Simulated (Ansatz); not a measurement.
# What CdAgCl3 (model cell, started as cubic perovskite with Cd in the octahedra) distorts into, part 2 of 3

Aim: this structure of CdAgCl3 (model cell, started as cubic perovskite with Cd in the octahedra) is to be tested for unstable modes, and one is followed downhill.

Ansatz 0.2.0; DFT PBEsol, scalar-relativistic, plane waves, PAW.

So far, highest frequency on the path or at a solved wavevector (cm⁻¹): step 2 (phonons on a q mesh) 336. Also lowest frequency on the path (cm⁻¹): step 2 -126.

The structure was built from a prototype and need not be the compound's stable phase.

**6. Relaxing from the distorted cell**

Starting from the lowest point found, all atoms and the cell are let go, so that strain and other modes of the same symmetry can join in.

input.yaml reads:

```yaml
crystal:
  lattice:
    - [5.0585249677, 0.0, 0.0]
    - [0.0, 5.0585249677, 0.0]
    - [0.0, 0.0, 5.0585249677]
  atoms:
    - { symbol: Ag, position: [0.0, 0.0637979072, 0.0637979072] }
    - { symbol: Cd, position: [0.5, 0.4983056983, 0.4983056983] }
    - { symbol: Cl, position: [0.5, 0.416128897, -0.0210110291] }
    - { symbol: Cl, position: [0.5, -0.0210110291, 0.416128897] }
    - { symbol: Cl, position: [0.0, 0.416128897, 0.416128897] }
kpoints:
  mp_grid: { grid: [6, 6, 6] }
hamiltonian:
  xc: pbesol
scf:
  occupations: { method: fixed }
output:
  forces: true
  stress: true
  eigenvalues: true
relax:
  adjacent_minimum: "off"
  f_tol: 0.002
  max_steps: 120
  cell: { stress_tol: 0.03 }
```

On the command line:

```bash
ansatz run input.yaml --threads 8 --pin off --max-ram 14336MiB --backend cpu --events-out ev --progress --plain --runs-dir out
```

Numbers of over 12 decimals in the logs are rounded to 6 here.

The program printed:

```text
[...]
Crystal: 5 atoms, lattice volume = 129.441 Å³
Basis set: ecut = 420 eV, 2517 PW (Γ), exchange–correlation on 72×72×72 points (8 copies of the dense FFT grid, shifted against one another)
Bands: 36, of which v1, the nominal top of the filled ones, is band 30 counted from 1 (29 counted from 0)
Symmetry: 4 space group operations
[...]
k-points: 52 of 216 (time reversal used)
[...]
SCF iter   1: F=—  HF=-18891.457686 eV  |F-HF|=—  |Δ(HF+E_count)|=         —  Δρ=5.29e-3  dr2=4.28e-2  ethr=1.77e-3  ⟨swp⟩=4.9  Hψ=6448  notcnv=0  defer=207
[...]
SCF iter   8: F=-18891.445191 eV  HF=-18891.445191 eV  |F-HF|=1.87e-9  |Δ(HF+E_count)|=   1.46e-7  Δρ=2.77e-6  dr2=1.25e-8  ethr=1.67e-10  ⟨swp⟩=10.8  Hψ=8997  notcnv=0
SCF 1 converged in 8 iterations: F = -18891.445191 eV  dr2 = 1.25e-8
[...]
relax step   1: F+E_penalty+E_count = -18891.44519136 eV  Δ(F+E_penalty+E_count) = +0.000e0 eV  max|allowed force component| = 3.531e-1 eV/Å  Δτ_max = 0.0000 Å  P = +0.864 GPa  Ω = 129.441 Å³  (8 SCF iters, dr2 threshold 1.00e-7 eV, accepted)
Crystal: 5 atoms, lattice volume = 134.376 Å³
Basis set: ecut = 420 eV, 2593 PW (Γ), exchange–correlation on 72×72×72 points (8 copies of the dense FFT grid, shifted against one another)
[...]
iter 1 solved again at ethr=4.56e-4 eV; its pass at ethr=3.10e-3 eV (dr2=2.74e-1 eV) is discarded
[...]
SCF iter   8: F=-18891.608489 eV  HF=-18891.608489 eV  |F-HF|=4.35e-8  |Δ(HF+E_count)|=   4.48e-7  Δρ=7.70e-6  dr2=8.83e-8  ethr=8.33e-10  ⟨swp⟩=10.6  Hψ=8862  notcnv=0
SCF 2 converged in 8 iterations: F = -18891.608489 eV  dr2 = 8.83e-8
relax step   2: F+E_penalty+E_count = -18891.60848869 eV  Δ(F+E_penalty+E_count) = -1.633e-1 eV  max|allowed force component| = 2.401e-1 eV/Å  Δτ_max = 0.1963 Å  P = +0.153 GPa  Ω = 134.376 Å³  energy of the carried Pulay correction = -5.405e-4 eV  (8 SCF iters, dr2 threshold 5.00e-7 eV, accepted)
Crystal: 5 atoms, lattice volume = 136.145 Å³
Basis set: ecut = 420 eV, 2641 PW (Γ), exchange–correlation on 72×72×72 points (8 copies of the dense FFT grid, shifted against one another)
[...]
SCF iter   8: F=-18891.695435 eV  HF=-18891.695435 eV  |F-HF|=5.64e-8  |Δ(HF+E_count)|=   8.42e-7  Δρ=3.95e-6  dr2=3.48e-8  ethr=8.33e-10  ⟨swp⟩=10.9  Hψ=8911  notcnv=0
SCF 3 converged in 8 iterations: F = -18891.695435 eV  dr2 = 3.48e-8
relax step   3: F+E_penalty+E_count = -18891.69543501 eV  Δ(F+E_penalty+E_count) = -8.695e-2 eV  max|allowed force component| = 1.225e-1 eV/Å  Δτ_max = 0.1954 Å  P = +0.219 GPa  Ω = 136.145 Å³  energy of the carried Pulay correction = -7.293e-4 eV  (8 SCF iters, dr2 threshold 5.00e-7 eV, accepted)
[...]
relax step   4: F+E_penalty+E_count = -18891.71294390 eV  Δ(F+E_penalty+E_count) = -1.751e-2 eV  max|allowed force component| = 8.576e-2 eV/Å  Δτ_max = 0.0642 Å  P = +0.094 GPa  Ω = 137.187 Å³  energy of the carried Pulay correction = -8.393e-4 eV  (7 SCF iters, dr2 threshold 5.00e-7 eV, accepted)
[...]
relax step   5: F+E_penalty+E_count = -18891.72458278 eV  Δ(F+E_penalty+E_count) = -1.164e-2 eV  max|allowed force component| = 6.771e-2 eV/Å  Δτ_max = 0.0214 Å  P = +0.019 GPa  Ω = 137.419 Å³  energy of the carried Pulay correction = -8.637e-4 eV  (6 SCF iters, dr2 threshold 5.00e-7 eV, accepted)
[...]
relax step   6: F+E_penalty+E_count = -18891.72745621 eV  Δ(F+E_penalty+E_count) = -2.873e-3 eV  max|allowed force component| = 7.509e-3 eV/Å  Δτ_max = 0.0553 Å  P = +0.058 GPa  Ω = 136.012 Å³  energy of the carried Pulay correction = -7.151e-4 eV  (6 SCF iters, dr2 threshold 2.87e-7 eV, accepted)
[...]
relax step   7: F+E_penalty+E_count = -18891.72763554 eV  Δ(F+E_penalty+E_count) = -1.793e-4 eV  max|allowed force component| = 6.693e-3 eV/Å  Δτ_max = 0.0075 Å  P = -0.047 GPa  Ω = 136.440 Å³  energy of the carried Pulay correction = -7.605e-4 eV  (6 SCF iters, dr2 threshold 4.36e-8 eV, accepted)
[...]
relax step   8: F+E_penalty+E_count = -18891.72769662 eV  Δ(F+E_penalty+E_count) = -6.108e-5 eV  max|allowed force component| = 2.806e-3 eV/Å  Δτ_max = 0.0095 Å  P = -0.002 GPa  Ω = 136.214 Å³  energy of the carried Pulay correction = -7.366e-4 eV  (6 SCF iters, dr2 threshold 1.06e-8 eV, accepted)
[...]
relax step   9: F+E_penalty+E_count = -18891.72770448 eV  Δ(F+E_penalty+E_count) = -7.856e-6 eV  max|allowed force component| = 1.573e-3 eV/Å  Δτ_max = 0.0031 Å  P = -0.001 GPa  Ω = 136.217 Å³  energy of the carried Pulay correction = -7.368e-4 eV  (7 SCF iters, dr2 threshold 4.92e-10 eV, accepted)
[...]
SCF iter   7: F=-18891.728318 eV  HF=-18891.728318 eV  |F-HF|=7.28e-12  |Δ(HF+E_count)|=  5.09e-11  Δρ=2.81e-8  dr2=1.40e-12  ethr=1.00e-12  ⟨swp⟩=13.0  Hψ=10662  notcnv=0
SCF 10 converged in 7 iterations: F = -18891.728318 eV  dr2 = 1.40e-12
relax step  10: F+E_penalty+E_count = -18891.72831802 eV  Δ(F+E_penalty+E_count) = -6.135e-4 eV  max|allowed force component| = 1.522e-3 eV/Å  Δτ_max = 0.0000 Å  P = -0.005 GPa  Ω = 136.217 Å³  stress off target by 1.04e-2 GPa  SCF on the basis re-selected at this cell (its energy is not comparable with the rows above)  (7 SCF iters)
basis re-selected at this cell: Δ(F+E_penalty+E_count) = -6.135e-4 eV, ΔP = -0.004 GPa vs the last step (what re-selecting the basis moved, of the pressure what is left beyond the Pulay correction that the steps carried, after the strain that the cell walked since its last selection, with what the two solves' SCF thresholds leave and, on support functions, any second-order correction that the steps lacked; it is no m [...]
SCF converged after 7 iterations
Free energy (F): -18891.728318 eV
[...]
Internal energy: -18891.728318 eV  (E = F + TS)
E sigma→0 (E₀):  -18891.728318 eV
Fermi energy:    3.809177 eV
[...]
--- Forces (eV/Å), atoms counted from 1 ---
  atom   1  Ag     0.00000000    -0.00119250    -0.00119250
  atom   2  Cd     0.00000000     0.00098334     0.00098334
  atom   3  Cl    -0.00000000     0.00101599    -0.00152225
  atom   4  Cl     0.00000000    -0.00152225     0.00101599
  atom   5  Cl    -0.00000000     0.00071503     0.00071503
  max |Σ_I F_I| component: 3.92e-7 eV/Å
--- Stress (GPa, compression-positive) ---
       -0.002964      -0.000000       0.000000
       -0.000000      -0.006353      -0.004014
        0.000000      -0.004014      -0.006353
  P = ⅓ Tr σ = -0.0052 GPa (-0.052 kbar)
--- Band table (eV; the first three rows and the last of 52) ---
  k-point 0: bands = [... 26 lower, 2.7193, 3.1656, 3.3654, 3.7998, 5.3192, 6.4963, 10.5103, 11.2744, ... 2 higher]
  k-point 1: bands = [... 26 lower, 2.7534, 3.0211, 3.3926, 3.8007, 5.8310, 6.6849, 10.3693, 11.2469, ... 2 higher]
  k-point 2: bands = [... 26 lower, 2.7758, 2.9082, 3.4035, 3.8011, 6.8698, 7.1522, 9.8843, 11.2894, ... 2 higher]
  k-point 51: bands = [... 26 lower, 3.1620, 3.2640, 3.6455, 3.7777, 7.5649, 9.6167, 9.8100, 10.1474, ... 2 higher]
--- Relaxed structure (9 steps of the walk, 9 accepted, 1 SCFs on fresh bases) ---
  F+E_penalty+E_count = -18891.72831802 eV   max|allowed force component| = 1.522e-3 eV/Å   (the final SCF, on the basis selected at the relaxed cell)
  cell:  # Å, volume = 136.2165 Å³
    - [4.973145, 0, 0]
    - [0, 5.233671, 0.030025]
    - [0, 0.030025, 5.233671]
  atoms:
    - { symbol: Ag, position: [0, 0.128567, 0.128567] }
    - { symbol: Cd, position: [0.500000, 0.461628, 0.461628] }
    - { symbol: Cl, position: [0.500000, 0.367315, -0.055922] }
    - { symbol: Cl, position: [0.500000, -0.055922, 0.367315] }
    - { symbol: Cl, position: [0, 0.471763, 0.471763] }
```

Run time: 27 s. Hardware: 8 threads of Arm Neoverse V2, shared host; peak memory 0.66 GiB.

Relaxation path:

| step | energy less that of the first step (eV) | largest force component (eV/Å) | pressure (GPa) | volume (Å³) |
| --- | --- | --- | --- | --- |
| 1 | 0.0000 | 0.3531 | 0.86 | 129.44 |
| 2 | -0.1633 | 0.2401 | 0.15 | 134.38 |
| 3 | -0.2502 | 0.1225 | 0.22 | 136.15 |
| 4 | -0.2678 | 0.0858 | 0.09 | 137.19 |
| 5 | -0.2794 | 0.0677 | 0.02 | 137.42 |
| 6 | -0.2823 | 0.0075 | 0.06 | 136.01 |
| 7 | -0.2824 | 0.0067 | -0.05 | 136.44 |
| 8 | -0.2825 | 0.0028 | 0.00 | 136.21 |
| 9 | -0.2825 | 0.0016 | 0.00 | 136.22 |
| 10* | -0.2831 | 0.0015 | -0.01 | 136.22 |

Relaxation steps marked * repeat the geometry before them on a plane-wave basis chosen anew for their cell, so energy and pressure can jump there.

Forces are held to the 4 operations that the run works with; a distortion that breaks them can't arise in this run.

| conventional cell, symmetrised | before | after | change |
| --- | --- | --- | --- |
| a (Å) | 5.059 | 4.973 | -1.7 % |
| b (Å) | 7.154 | 7.359 | +2.9 % |
| c (Å) | 7.154 | 7.444 | +4.1 % |
| volume (Å³/atom) | 25.89 | 27.24 | +5.2 % |

The atoms that moved most (Å, as changes of fractional coordinates times the final cell):

| atom | dx | dy | dz | length |
| --- | --- | --- | --- | --- |
| Ag1 | 0.000 | 0.341 | 0.341 | 0.482 |
| Cl5 | 0.000 | 0.293 | 0.293 | 0.414 |
| Cl3 | 0.000 | -0.257 | -0.184 | 0.316 |
| Cl4 | 0.000 | -0.184 | -0.257 | 0.316 |
| Cd2 | 0.000 | -0.193 | -0.193 | 0.273 |

The relaxed structure:

```cif
data_structure
_symmetry_space_group_name_H-M 'P 1'
_symmetry_Int_Tables_number 1
_cell_length_a 4.9731
_cell_length_b 5.2338
_cell_length_c 5.2338
_cell_angle_alpha 89.343
_cell_angle_beta 90.000
_cell_angle_gamma 90.000
_cell_volume 136.22
loop_
_atom_site_label
_atom_site_type_symbol
_atom_site_fract_x
_atom_site_fract_y
_atom_site_fract_z
_atom_site_occupancy
Ag1 Ag 0.00000 0.12857 0.12857 1
Cd2 Cd 0.50000 0.46163 0.46163 1
Cl3 Cl 0.50000 0.36732 0.94408 1
Cl4 Cl 0.50000 0.94408 0.36732 1
Cl5 Cl 0.00000 0.47176 0.47176 1
```

Numbers from this step:

```
pressure          : -0.005224 GPa
gap on the k-mesh : 1.510 eV
volume per atom   : 27.24 Å³
```

The distorted start has space group Amm2; the relaxation ends in Amm2.

**7. The new phase in its own primitive cell**

The relaxed structure is symmetrised, reduced to its primitive cell and relaxed tightly, as its phonons need.

input.yaml, the sections that differ from step 6:

```yaml
crystal:
  lattice:
    - [4.973144728, 0.0, 0.0]
    - [0.0, 3.6795337259, 3.72199549]
    - [0.0, -3.6795337259, 3.72199549]
  atoms:
    - { symbol: Ag, position: [0.0, 0.1285669348, 0.1285669348] }
    - { symbol: Cd, position: [0.5, 0.4616277795, 0.4616277795] }
    - { symbol: Cl, position: [0.5, 0.3673150553, 0.944077877] }
    - { symbol: Cl, position: [0.5, 0.944077877, 0.3673150553] }
    - { symbol: Cl, position: [0.0, 0.4717627238, 0.4717627238] }
relax:
  adjacent_minimum: "off"
  f_tol: 0.001
  max_steps: 60
  cell: { stress_tol: 0.01 }
# kpoints, hamiltonian, scf, output: as in step 6
```

The program printed:

```text
[...]
Crystal: 5 atoms, lattice volume = 136.217 Å³
Basis set: ecut = 420 eV, 2661 PW (Γ), exchange–correlation on 72×72×72 points (8 copies of the dense FFT grid, shifted against one another)
Bands: 36, of which v1, the nominal top of the filled ones, is band 30 counted from 1 (29 counted from 0)
Symmetry: 4 space group operations
[...]
k-points: 52 of 216 (time reversal used)
[...]
cell:  # Å, volume = 136.1708 Å³
    - [4.973038, 0, 0]
    - [0, 3.679868, 3.720488]
    - [0, -3.679868, 3.720488]
  atoms:
    - { symbol: Ag, position: [0, 0.128412, 0.128412] }
    - { symbol: Cd, position: [0.5, 0.461690, 0.461690] }
    - { symbol: Cl, position: [0.5, 0.367364, 0.944091] }
    - { symbol: Cl, position: [0.5, 0.944091, 0.367364] }
    - { symbol: Cl, position: [0, 0.471793, 0.471793] }
[key lines of the parts left out:]
SCF converged after 7 iterations
Free energy (F): -18891.728323 eV
Fermi energy:    3.811877 eV
P = ⅓ Tr σ = 0.0010 GPa (0.010 kbar)
```

Elapsed: 10 s, on 8 threads; peak memory 0.66 GiB.

Little changed from the start: no atom moved by 0.005 Å and no cell edge by 0.1 %.

This step gave:

```
pressure           : 0.001018 GPa
gap on the k-mesh  : 1.512 eV
volume per atom    : 27.23 Å³
direct gap on mesh : 1.522 eV
```

The largest force component left is 0.59 meV/Å and the pressure is 0.001 GPa, within the tolerances set. The cell now holds 27.23 Å³/atom.

[end of part 2 of 3]

[Logs are printed without paths, hosts, clocks, repeated set-up lines and the standing remarks that a program may print on its own settings, such as how far it seeks lower states.]

[Hosts, paths, dates, database ids (printed as entryN), source tags and the programs' standing remarks are cut or masked in the printed files.]
